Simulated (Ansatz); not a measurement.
Sr2SiS4 (P2_1/m), computed twice by G0W0.

```cif
data_structure
_symmetry_space_group_name_H-M 'P 1'
_symmetry_Int_Tables_number 1
_cell_length_a 6.6087
_cell_length_b 6.6595
_cell_length_c 8.2623
_cell_angle_alpha 90.000
_cell_angle_beta 108.216
_cell_angle_gamma 90.000
_cell_volume 345.41
loop_
_atom_site_label
_atom_site_type_symbol
_atom_site_fract_x
_atom_site_fract_y
_atom_site_fract_z
_atom_site_occupancy
Sr1 Sr 0.28367 0.75000 0.95181 1
Sr2 Sr 0.71633 0.25000 0.04819 1
Sr3 Sr 0.22483 0.75000 0.42926 1
Sr4 Sr 0.77517 0.25000 0.57074 1
Si5 Si 0.72130 0.75000 0.79685 1
Si6 Si 0.27870 0.25000 0.20315 1
S7 S 0.88645 0.75000 0.06158 1
S8 S 0.11355 0.25000 0.93842 1
S9 S 0.91690 0.75000 0.63567 1
S10 S 0.08310 0.25000 0.36433 1
S11 S 0.51038 0.50197 0.73725 1
S12 S 0.48962 0.00197 0.26275 1
S13 S 0.48962 0.49803 0.26275 1
S14 S 0.51038 0.99803 0.73725 1
```

The cell and positions are those that the Materials Project relaxed with its own functionals (PBE, PBE+U or r2SCAN), kept fixed. PAW set soft_2, made with PBE.

The first (Ansatz 0.2.0; start r2SCAN, 2×2×2 mesh, 420 empty bands, screening to 66 eV; 1 × NVIDIA GB200 (shared by 2 runs) with 24 threads of Arm Neoverse V2, shared host) gave, on its mesh: starting gap 3.40 eV, G0W0 gap 4.53 eV, RPA ε∞ (mean) 4.10, 5.5 s.

Question: The second changes files from default PAW to hard PAW. What does it give?

It gave: starting gap 3.40 eV, G0W0 gap 4.53 eV, RPA ε∞ (mean) 4.10, 6.2 s. The G0W0 gap moves by −0.003 eV, +0.0003 eV from the start and −0.003 eV from the correction. Σc changes by −0.002 eV at the valence top and −0.002 eV at the conduction bottom, and Σx − Vxc between them by −0.003 eV.

Limits: not at the basis limit; no spin-orbit coupling; coarse k mesh.

[Paths, hosts, dates, memory and timing lines, banners, echoed tables and standing remarks are left out of the program output.]

[Logs are printed without paths, hosts, clocks, repeated set-up lines and the standing remarks that a program may print on its own settings, such as how far it seeks lower states.]

[Runs of the session that timed out or met a known fault of the program may be left out.]

[Cells called generated may have been cut or substituted from an entry of the Crystallography Open Database or the Materials Project.]

[Hosts, paths, dates, database ids (printed as entryN), source tags and the programs' standing remarks are cut or masked in the printed files.]
